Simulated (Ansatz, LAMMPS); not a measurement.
# Relaxing a frame of liquid dimethyl carbonate from 320 K (84 atoms)

Wanted: the relaxed structure of a frame of liquid dimethyl carbonate from 320 K (84 atoms) and its electronic structure.

Program: Ansatz 0.2.0. Level of theory: Kohn-Sham DFT, PBEsol, PAW (set soft_2), plane waves. Results are calculated unless marked as measured.

Report form: the programs' logs are mostly left out.

## (1) The starting structure

The cell holds 84 atoms: 21 C, 21 O and 42 H. Its edges and angles: a = 9.928 Å, b = 9.928 Å, c = 9.928 Å, α = 90.0°, β = 90.0°, γ = 90.0°. 7 dimethyl carbonate placed at random, at 1.07 g/cm³; overlaps pushed apart, then 10 ps at 470 K with MMFF94 bonds, angles, torsions, charges and radii (Halgren, J. Comput. Chem. 17, 490 (1996)) in harmonic and 12-6 forms. Snapshot after 20 ps at 320 K and fixed volume.

Limits known from the start: The network of contacts between molecules at the start is that of the classical potential that made the cell. The functional has no dispersion term, which matters for the binding between molecules or layers. The density was typed from a rule of thumb and may lie off the real one at this temperature. The Brillouin zone is sampled at Γ only, in a cell whose shortest periodic width is 10 Å.

## (2) The classical run that made the cell

A classical potential supplies the starting structure, since it reaches far longer times than DFT.

This step: classical MD, MMFF94 bonds, angles, torsions, charges and radii (Halgren, J. Comput. Chem. 17, 490 (1996)) in harmonic and 12-6 forms (LAMMPS 22 Jul 2025 - Update 4).

in.lmp reads:

```
# liquid dimethyl carbonate
units real
atom_style full
boundary p p p
bond_style harmonic
angle_style harmonic
dihedral_style opls
improper_style harmonic
special_bonds lj 0 0 0.5 coul 0 0 0.75
read_data data.lmp
neigh_modify delay 0 every 1 check yes one 4000
comm_modify cutoff 12.0
timestep 0.5
thermo_style custom step time temp pe press density
thermo_modify norm yes
# push overlapping molecules apart
pair_style soft 2.6
pair_coeff * * 0.0
variable a equal ramp(1,60)
fix ad all adapt 1 pair soft a * * v_a
velocity all create 470 384586 mom yes dist gaussian
fix lim all nve/limit 0.03
fix lan all langevin 470 470 50 384587 zero yes
thermo 1000
run 3000 post no
unfix ad
pair_style lj/cut/coul/long 8.9
pair_modify mix arithmetic tail yes
pair_coeff 1 1 0.0678 3.3680   # C
pair_coeff 2 2 0.0763 3.0430   # O
pair_coeff 3 3 0.0678 3.4070   # C
pair_coeff 4 4 0.0763 2.9870   # O
pair_coeff 5 5 0.0216 2.5400   # H
kspace_style pppm 1.0e-4
# [... 17 lines left out ...]
compute msd all msd com yes
thermo 5000
fix md all nvt temp 320 320 100
run 20000 post no
print "== T320: mean square displacement over the hold $(c_msd[4]:%.2f) A^2"
unfix md
uncompute msd
write_dump all custom T320.dump id type xs ys zs modify sort id
```

Started as:

```
$ lmp -in in.lmp -log none -nocite
```

Elapsed: 12 s, on 1 thread of Arm Neoverse V1, shared host; peak memory 0.12 GiB.

The input also reads data.lmp (atoms, bonds and types; not printed here).

## (3) Single point at the start

The forces at the start show how far the geometry lies from a minimum of this functional.

input.yaml reads:

```yaml
crystal:
  lattice:
    - [9.92798, 0.0, 0.0]
    - [0.0, 9.92798, 0.0]
    - [0.0, 0.0, 9.92798]
  atoms:
    - { symbol: C, position: [0.90905, 0.24875, 0.36615] }
    - { symbol: O, position: [0.97162, 0.34443, 0.4543] }
    - { symbol: C, position: [0.06177, 0.42687, 0.39226] }
    - { symbol: O, position: [0.1106, 0.40789, 0.28273] }
    - { symbol: O, position: [0.12248, 0.49443, 0.49494] }
    - { symbol: C, position: [0.25428, 0.54233, 0.47161] }
    - { symbol: H, position: [0.82022, 0.20688, 0.40944] }
    - { symbol: H, position: [0.88832, 0.29957, 0.27244] }
[... 72 atom lines left out ...]
    - { symbol: H, position: [0.18082, 0.89298, 0.28516] }
    - { symbol: H, position: [0.8863, 0.41125, 0.01108] }
    - { symbol: H, position: [0.94409, 0.54177, 0.90196] }
    - { symbol: H, position: [0.06348, 0.43608, 0.9633] }
kpoints:
  mp_grid: { grid: [1, 1, 1] }
hamiltonian:
  xc: pbesol
scf:
  occupations: { method: fermi_dirac, width: 0.025 }
output:
  forces: true
  stress: true
  populations: true
  dos:
    method: { smearing: { sigma: 0.1 } }
    de: 0.1
    projected: { site_lists: { C: [C], H: [H], O: [O] } }
  eigenvalues: true
```

Started as:

```
$ ansatz run input.yaml --threads 4 --pin off --max-ram 8192MiB --backend cpu --events-out ev --progress --plain --runs-dir out
```

It took 8 s on 4 threads of Arm Neoverse V1, shared host; peak memory 0.97 GiB.

The run gave:

* free energy: -17605.6040 eV
* free energy per atom: -209.5905 eV/atom
* SCF cycles: 10
* pressure: 0.5722 GPa
* r.m.s. force component: 0.9506 eV/Å
* longest force: 3.904 eV/Å
* Fermi energy: 0.7275 eV
* gap (highest filled to lowest empty level): 5.09 eV
* spilling of the projection: 0.01362

The r.m.s. force component of 0.95 eV/Å and the pressure of 0.57 GPa set the starting point.

Neighbours are counted within 1.34 Å (H-C), 1.73 Å (C-O).

Length of the force by element and coordination:

| element | coordination | atoms | mean length of the force (eV/Å) | spread | least | most |
| --- | --- | --- | --- | --- | --- | --- |
| C | all | 21 | 1.99 | 0.796 | 0.787 | 3.74 |
| C | 3 | 7 | 2.55 | 0.748 | 1.50 | 3.74 |
| C | 4 | 14 | 1.72 | 0.663 | 0.787 | 3.08 |
| H | all | 42 | 1.00 | 0.531 | 0.175 | 2.81 |
| O | all | 21 | 1.73 | 0.822 | 0.637 | 3.90 |
| O | 1 | 7 | 1.90 | 0.977 | 0.637 | 3.90 |
| O | 2 | 14 | 1.64 | 0.717 | 0.667 | 3.16 |

## (4) Relaxation

The atoms are relaxed in the fixed cell, aiming at the force tolerance of the input.

input.yaml, the sections that differ from step 3:

```yaml
output:
  forces: true
relax:
  f_tol: 0.05
  max_steps: 200
# crystal, kpoints, hamiltonian, scf: as in step 3
```

The job ended after 2.8 min (4 threads; peak memory 0.97 GiB; 10 min of CPU time).

The steps of the relaxation (22 of 42):

| step | energy less that of the first step (eV) | largest force component (eV/Å) |
| --- | --- | --- |
| 1 | 0.0000 | 3.2966 |
| 3 | -3.3093 | 0.8734 |
| 5 | -3.7023 | 0.2453 |
| 7 | -3.7839 | 0.3862 |
| 9 | -3.8350 | 0.2399 |
| 11 | -3.8636 | 0.2684 |
| 13 | -3.8906 | 0.1584 |
| 15 | -3.9189 | 0.3384 |
| 17 | -3.9430 | 0.3564 |
| 19 | -3.9676 | 0.2445 |
| 21 | -3.9839 | 0.1299 |
| 22 | -3.9912 | 0.1512 |
| 24 | -4.0005 | 0.1610 |
| 26 | -4.0068 | 0.0155 |
| 28 | -4.0136 | 0.1664 |
| 30 | -4.0225 | 0.0266 |
| 32 | -4.0284 | 0.1935 |
| 34 | -4.0315 | 0.1516 |
| 36 | -4.0436 | 0.0537 |
| 38 | -4.0545 | 0.1963 |
| 40 | -4.0605 | 0.0962 |
| 42 | -4.0649 | 0.0407 |

Relaxation step 34 was tried and not accepted.

The atoms that moved most (Å):

| atom | dx | dy | dz | length |
| --- | --- | --- | --- | --- |
| H32 | 0.647 | 1.505 | -1.567 | 2.267 |
| H55 | -1.973 | 0.554 | 0.472 | 2.103 |
| H33 | 0.785 | 1.708 | -0.385 | 1.918 |
| H8 | 1.564 | -0.555 | -0.287 | 1.684 |
| H56 | -1.624 | 0.094 | -0.358 | 1.666 |
| C49 | -1.490 | 0.389 | -0.008 | 1.540 |
| C25 | 0.457 | 1.113 | -0.799 | 1.444 |
| H57 | -1.411 | 0.113 | -0.234 | 1.435 |

The relaxation changed the energy by -48.4 meV/atom, and atoms moved by 0.97 Å r.m.s., 2.3 Å at most.

## (5) Distances and neighbours after relaxation

Bonds before and after, by the cutoffs listed below:

| pair | bonds before | bonds after | mean before (Å) | mean after (Å) | spread before (Å) | spread after (Å) |
| --- | --- | --- | --- | --- | --- | --- |
| H-C | 42 | 42 | 1.091 | 1.099 | 0.027 | 0.002 |
| C-O | 35 | 35 | 1.354 | 1.351 | 0.069 | 0.081 |

Density 1.07 g/cm³, 11.65 Å³ an atom.

Pair distribution functions g(r), in bins of 0.2 Å:

| r (Å) | total | H-H | H-C | H-O | C-C | C-O | O-O |
| --- | --- | --- | --- | --- | --- | --- | --- |
| 1.00 | 2.38 | 0.00 | 9.55 | 0.00 | 0.00 | 0.00 | 0.00 |
| 1.20 | 2.00 | 0.00 | 5.95 | 0.00 | 0.00 | 4.12 | 0.00 |
| 1.40 | 1.64 | 0.00 | 0.00 | 0.00 | 0.00 | 13.15 | 0.00 |
| 1.60 | 0.00 | 0.00 | 0.00 | 0.00 | 0.00 | 0.00 | 0.00 |
| 1.80 | 1.42 | 5.67 | 0.00 | 0.00 | 0.00 | 0.00 | 0.00 |
| 2.00 | 1.09 | 0.00 | 0.00 | 4.38 | 0.00 | 0.00 | 0.00 |
| 2.20 | 0.50 | 0.00 | 0.00 | 0.17 | 0.00 | 0.00 | 7.39 |
| 2.40 | 0.53 | 0.22 | 0.14 | 0.62 | 4.58 | 0.00 | 0.00 |
| 2.60 | 1.20 | 0.90 | 1.52 | 1.50 | 0.00 | 1.73 | 0.00 |
| 2.80 | 0.57 | 0.85 | 0.11 | 1.31 | 0.00 | 0.00 | 0.00 |
| 3.00 | 0.53 | 1.12 | 0.63 | 0.39 | 0.00 | 0.00 | 0.00 |
| 3.20 | 0.85 | 0.90 | 1.71 | 0.69 | 0.00 | 0.09 | 0.18 |
| 3.40 | 0.83 | 0.57 | 1.04 | 0.41 | 0.15 | 2.39 | 0.31 |
| 3.60 | 0.76 | 0.54 | 1.10 | 0.74 | 0.67 | 0.68 | 0.54 |
| 3.80 | 1.26 | 0.89 | 1.19 | 2.04 | 0.72 | 0.98 | 0.99 |
| 4.00 | 1.07 | 1.14 | 0.77 | 1.33 | 1.65 | 0.78 | 0.99 |
| 4.20 | 1.09 | 1.12 | 0.71 | 1.38 | 1.80 | 1.00 | 0.90 |
| 4.40 | 0.96 | 0.92 | 0.73 | 1.02 | 1.90 | 0.77 | 1.19 |
| 4.60 | 1.12 | 0.96 | 1.33 | 0.98 | 1.56 | 0.92 | 1.43 |
| 4.80 | 1.22 | 1.28 | 1.57 | 1.11 | 0.78 | 1.04 | 0.84 |

Bonds by pair of elements; cutoffs follow the first minimum of g(r), held within bounds set by covalent radii, and pairs that aren't listed don't count as bonded:

| pair A-B | cutoff (Å) | bonds | mean length (Å) | spread (Å) | shortest (Å) | B about A | A about B |
| --- | --- | --- | --- | --- | --- | --- | --- |
| H-C | 1.34 | 42 | 1.10 | 0.002 | 1.10 | 1 | 2 |
| C-O | 1.73 | 35 | 1.35 | 0.081 | 1.21 | 1.67 | 1.67 |

How many atoms have how many bonded neighbours:

| element | mean | 1 | 2 | 3 | 4 |
| --- | --- | --- | --- | --- | --- |
| C | 3.67 | 0 | 0 | 7 | 14 |
| H | 1 | 42 | 0 | 0 | 0 |
| O | 1.67 | 7 | 14 | 0 | 0 |

Bond angles, per cent of each kind in bins of 5°:

| angle (°) | H-C-H | H-C-O | O-C-O | C-O-C |
| --- | --- | --- | --- | --- |
| 105–110 | 40.5 | 45.2 | 33.3 | 0.0 |
| 110–115 | 59.5 | 54.8 | 0.0 | 85.7 |
| 115–120 | 0.0 | 0.0 | 0.0 | 14.3 |
| 120–125 | 0.0 | 0.0 | 0.0 | 0.0 |
| 125–130 | 0.0 | 0.0 | 66.7 | 0.0 |

Bond angles (no mean is given where the spread exceeds 20°):

| angle | count | mean (°) | spread (°) |
| --- | --- | --- | --- |
| H-C-H | 42 | 110 | 0.6 |
| H-C-O | 42 | 109 | 2.3 |
| O-C-O | 21 | 120 | 8.7 |
| C-O-C | 14 | 115 | 0.4 |

Bond length by coordination (bonds to H left out):

| element | coordination | atoms | mean bond length (Å) |
| --- | --- | --- | --- |
| C | 3 | 7 | 1.30 |
| C | 4 | 14 | 1.43 |
| O | 1 | 7 | 1.22 |
| O | 2 | 14 | 1.39 |

With the cutoffs above, 67 % of C atoms have 4, all H atoms have 1 and 67 % of O atoms have 2 bonded neighbours. The H-C-H angle averages 110° with a spread of 0.6°. Bonds at O atoms with 1 neighbour average 1.22 Å, against 1.39 Å at those with 2.

## (6) Single point at the relaxed geometry

The electronic structure is read at the final geometry, in a run of its own.

input.yaml reads:

```yaml
crystal:
  lattice:
    - [9.92798, 0.0, 0.0]
    - [0.0, 9.92798, 0.0]
    - [0.0, 0.0, 9.92798]
  atoms:
    - { symbol: C, position: [0.98785, 0.21507, 0.3334] }
    - { symbol: O, position: [0.99203, 0.32012, 0.43196] }
    - { symbol: C, position: [0.10926, 0.38565, 0.44091] }
    - { symbol: O, position: [0.20578, 0.3727, 0.36664] }
    - { symbol: O, position: [0.10173, 0.46864, 0.54646] }
    - { symbol: C, position: [0.2199, 0.54912, 0.56723] }
    - { symbol: H, position: [0.88131, 0.20005, 0.30815] }
    - { symbol: H, position: [0.04586, 0.24365, 0.24358] }
[... 72 atom lines left out ...]
    - { symbol: H, position: [0.12724, 0.88964, 0.28157] }
    - { symbol: H, position: [0.87545, 0.36498, 0.05685] }
    - { symbol: H, position: [0.93492, 0.47217, 0.9238] }
    - { symbol: H, position: [0.05324, 0.37555, 0.02236] }
kpoints:
  mp_grid: { grid: [1, 1, 1] }
hamiltonian:
  xc: pbesol
scf:
  occupations: { method: fermi_dirac, width: 0.025 }
output:
  forces: true
  stress: true
  populations: intrinsic
  dos:
    method: { smearing: { sigma: 0.15 } }
    de: 0.1
    projected: { site_lists: { C: [C], H: [H], O: [O] } }
  eigenvalues: true
  write_density: true
  write_potential: true
  volumetric_format: npy
```

Elapsed: 8.1 s, on 4 threads; peak memory 0.98 GiB.

The program notes that the exchange-correlation potential is rough where the density is thin.

Numbers from this run:

```
free energy                                      : -17609.6689 eV
free energy per atom                             : -209.6389 eV/atom
SCF cycles                                       : 9
pressure                                         : 0.01941 GPa
r.m.s. force component                           : 0.00928 eV/Å
longest force                                    : 0.05394 eV/Å
Fermi energy                                     : 0.8213 eV
gap (highest filled to lowest empty level) : 5.807 eV
```

Intrinsic-atomic-orbital charges by element and coordination:

| element | coordination | atoms | mean charge (e) | spread | least | most |
| --- | --- | --- | --- | --- | --- | --- |
| C | all | 21 | -0.0017 | 0.461 | -0.332 | 0.653 |
| C | 3 | 7 | 0.651 | 0.0021 | 0.648 | 0.653 |
| C | 4 | 14 | -0.328 | 0.0037 | -0.332 | -0.320 |
| H | all | 42 | 0.194 | 0.0106 | 0.177 | 0.215 |
| O | all | 21 | -0.386 | 0.0922 | -0.522 | -0.314 |
| O | 1 | 7 | -0.517 | 0.0059 | -0.522 | -0.506 |
| O | 2 | 14 | -0.321 | 0.0036 | -0.326 | -0.314 |

States in the cell by windows of 1 eV, zero at the Fermi level; the larger projections on atomic orbitals stand beside the total:

| from (eV) | to (eV) | total | O p | C p | H s |
| --- | --- | --- | --- | --- | --- |
| -10 | -9 | 14.8 | 6.6 | 5.4 | 1.3 |
| -9 | -8 | 26.8 | 13.9 | 7.8 | 1.7 |
| -8 | -7 | 17.1 | 5.4 | 7.5 | 3.5 |
| -7 | -6 | 26.0 | 10.5 | 10.0 | 4.1 |
| -6 | -5 | 22.1 | 5.3 | 10.4 | 5.5 |
| -5 | -4 | 19.4 | 8.7 | 5.2 | 3.9 |
| -4 | -3 | 34.2 | 27.9 | 2.5 | 3.3 |
| -3 | -2 | 7.7 | 7.2 | 0.3 | 0.2 |
| -2 | 2 | 0.0 | 0.0 | 0.0 | 0.0 |
| 2 | 3 | 1.6 | 0.0 | 0.2 | 0.6 |
| 3 | 4 | 21.2 | 5.9 | 9.0 | 1.8 |
| 4 | 5 | 15.4 | 0.7 | 3.4 | 3.4 |

Between -26 and -10 eV lie 84 more states.

The levels nearest the highest filled one (over half full), pooled over k-points and spins:

| level less the highest filled one (eV) | occupation |
| --- | --- |
| -0.130 | 2 |
| -0.114 | 2 |
| -0.113 | 2 |
| -0.0681 | 2 |
| -0.045 | 2 |
| 0 | 2 |
| 5.81 | 0 |
| 6.25 | 0 |
| 6.30 | 0 |
| 6.36 | 0 |
| 6.40 | 0 |
| 6.45 | 0 |

Valence density in the ac plane at fractional y = 0.365, with atoms of O and C and H within 0.2 Å of it. It is the smooth field of the valence electrons, not physical close to the nuclei.

Ten steps, logarithmic in the rise over the least value, from '0' (0.0 e/Å³) to '9' (5.4 e/Å³), each cell a mean:
```
4432112577521000000000013344
2211124677531000000000001222
1001246777642000000000000111
0001367777642100000000000000
0001245555532000000111100000
0000122233221000001122210111
1000000011100001111122211111
0000000000000012332211110111
0111100000000124554321100000
1122210000000124676542100000
2234321000000135677764200011
4455432100000135777775210134
7777654310000135655443101357
8877887531000023332221001368
7667899841000001110000001357
4335799841000000000000000124
1123577531000000000000000011
0011233210000000000000000000
0000011000000000000000000000
0000000000000000000000000000
1110000000000000000000012222
3321000000000000000000135544
6652100122100000000000147766
6753101355310000000000135666
```
Columns run along a (9.9 Å), rows up along c (9.9 Å). Atoms in or near the plane, at fractional coordinates: O at (0.21, 0.37), C at (0.31, 0.87), H at (0.21, 0.84), H at (0.31, 0.98), C at (0.63, 0.55), H at (0.73, 0.52), H at (0.88, 0.06), H at (0.05, 0.02).

Electrostatic potential energy in the ac plane at fractional y = 0.365, with atoms of O and C and H within 0.2 Å of it. With pseudopotentials it is smooth inside the atoms' cores, unlike the true potential.

Values in eV, 13 rows by 16 columns, each cell a mean:
```
  0   1   4   3 -13 -22   1   4   4   5   5   5   5   4   2  -1
  4   4   0 -16 -32 -38  -6   4   4   4   5   5   5   5   4   4
  4   4   1 -10  -8 -10   1   4   4   4   4   5   5   5   5   4
  4   5   4   4   4   4   4   5   4   4   3   5   5   5   4   3
  5   5   5   4   4   4   5   5   3  -3  -5   2   5   5   5   4
  4   2   2   4   4   4   5   4   0 -29 -37 -13  -1   5   5   5
-11 -23 -19   1   5   5   5   4  -3 -16 -16 -16  -6   4   5  -4
-26 -32 -36 -28  -4   5   5   4   2   1   3   4   4   5   4 -17
  1  -1 -14 -32  -8   5   5   5   4   4   4   5   5   5   5   3
  4   4   5   4   5   5   5   5   5   5   5   5   5   5   5   4
  4   4   5   5   5   5   4   5   5   5   5   5   4   4   4   4
  2   3   4   5   4   4   4   4   5   5   5   4   4  -2  -7   0
-17 -15   3   4  -3  -8   3   4   4   5   5   4   4  -7 -18 -12
```
Columns run along a (9.9 Å; values clipped at the 3rd and 97th percentile), rows up along c (9.9 Å). Atoms in or near the plane, at fractional coordinates: O at (0.21, 0.37), C at (0.31, 0.87), H at (0.21, 0.84), H at (0.31, 0.98), C at (0.63, 0.55), H at (0.73, 0.52), H at (0.88, 0.06), H at (0.05, 0.02).

Mean intrinsic-atomic-orbital charges: C -0.00, H +0.19, O -0.39 e. The largest share in the top eV of filled states is O p (84 % of the projected weight), and in the lowest eV of empty states C p (48 % of the projected weight).

Local excerpt of 11 atoms (numbers count through the whole input) about H82, picked at random; x, y, z are measured from there.

| atom | x | y | z | distance (Å) | bonds | intrinsic-atomic-orbital charge (e) |
| --- | --- | --- | --- | --- | --- | --- |
| H82 | 0.00 | 0.00 | 0.00 | 0.00 | 1 | 0.21 |
| C78 | 0.81 | 0.66 | -0.32 | 1.10 | 4 | -0.33 |
| H83 | 0.59 | 1.06 | -1.32 | 1.80 | 1 | 0.20 |
| H84 | 1.77 | 0.10 | -0.34 | 1.80 | 1 | 0.18 |
| O77 | 0.86 | 1.71 | 0.65 | 2.02 | 2 | -0.32 |
| H8 | 1.69 | -1.20 | 1.85 | 2.78 | 1 | 0.19 |
| H7 | 0.06 | -1.64 | 2.49 | 2.98 | 1 | 0.21 |
| H44 | 1.15 | -1.90 | -2.13 | 3.08 | 1 | 0.19 |
| C75 | 1.83 | 2.61 | 0.46 | 3.22 | 3 | 0.65 |
| H36 | -1.82 | 2.53 | -1.05 | 3.29 | 1 | 0.18 |
| C1 | 1.12 | -1.49 | 2.75 | 3.32 | 4 | -0.33 |

The column of bonds counts only the pairs H-C within 1.34 Å, C-O within 1.73 Å; other neighbours, such as metal atoms beside each other in a compound, aren't counted, and periodic images can show an atom twice.

## (7) Summary of results

```
energy change in the relaxation                  : -48.39 meV/atom
r.m.s. displacement                              : 0.971 Å
largest displacement                             : 2.267 Å
free energy per atom                             : -209.6389 eV/atom
pressure                                         : 0.01941 GPa
r.m.s. force component                           : 0.00928 eV/Å
gap (highest filled to lowest empty level) : 5.807 eV
wall time of the 3 DFT runs                      : 3 min
```

In words: Relaxation lowers the energy by 48.4 meV/atom and moves atoms by 0.97 Å r.m.s.; the r.m.s. force component goes from 0.95 to 0.0093 eV/Å, the pressure goes from 0.57 to 0.019 GPa, and the gap from 5.09 to 5.81 eV. By the final cutoffs no bond was broken or made. First to last step the energy falls by 4.065 eV; the largest move, 2.27 Å, is that of H32. The H-C bonds change most in mean length: from 1.091 Å (spread 0.027) to 1.099 Å (spread 0.002). With the cutoffs above, 67 % of C atoms have 4, all H atoms have 1 and 67 % of O atoms have 2 bonded neighbours. The highest filled and lowest empty levels differ by 5.81 eV (at Γ alone); a semilocal functional tends to put such gaps too low. In a disordered cell it changes from sample to sample and from frame to frame.

**Limits.** The network of contacts between molecules at the start is that of the classical potential that made the cell; in DFT atoms moved by 0.97 Å r.m.s.

[Logs are printed without paths, hosts, clocks, repeated set-up lines and the standing remarks that a program may print on its own settings, such as how far it seeks lower states.]

[Hosts, paths, dates, database ids (printed as entryN), source tags and the programs' standing remarks are cut or masked in the printed files.]

[The MMFF94 radii named for the starting cell were scaled by 0.96; in molecules described by MMFF94, hydrogen bound to N, O or S took a small fixed 12-6 site in their place.]
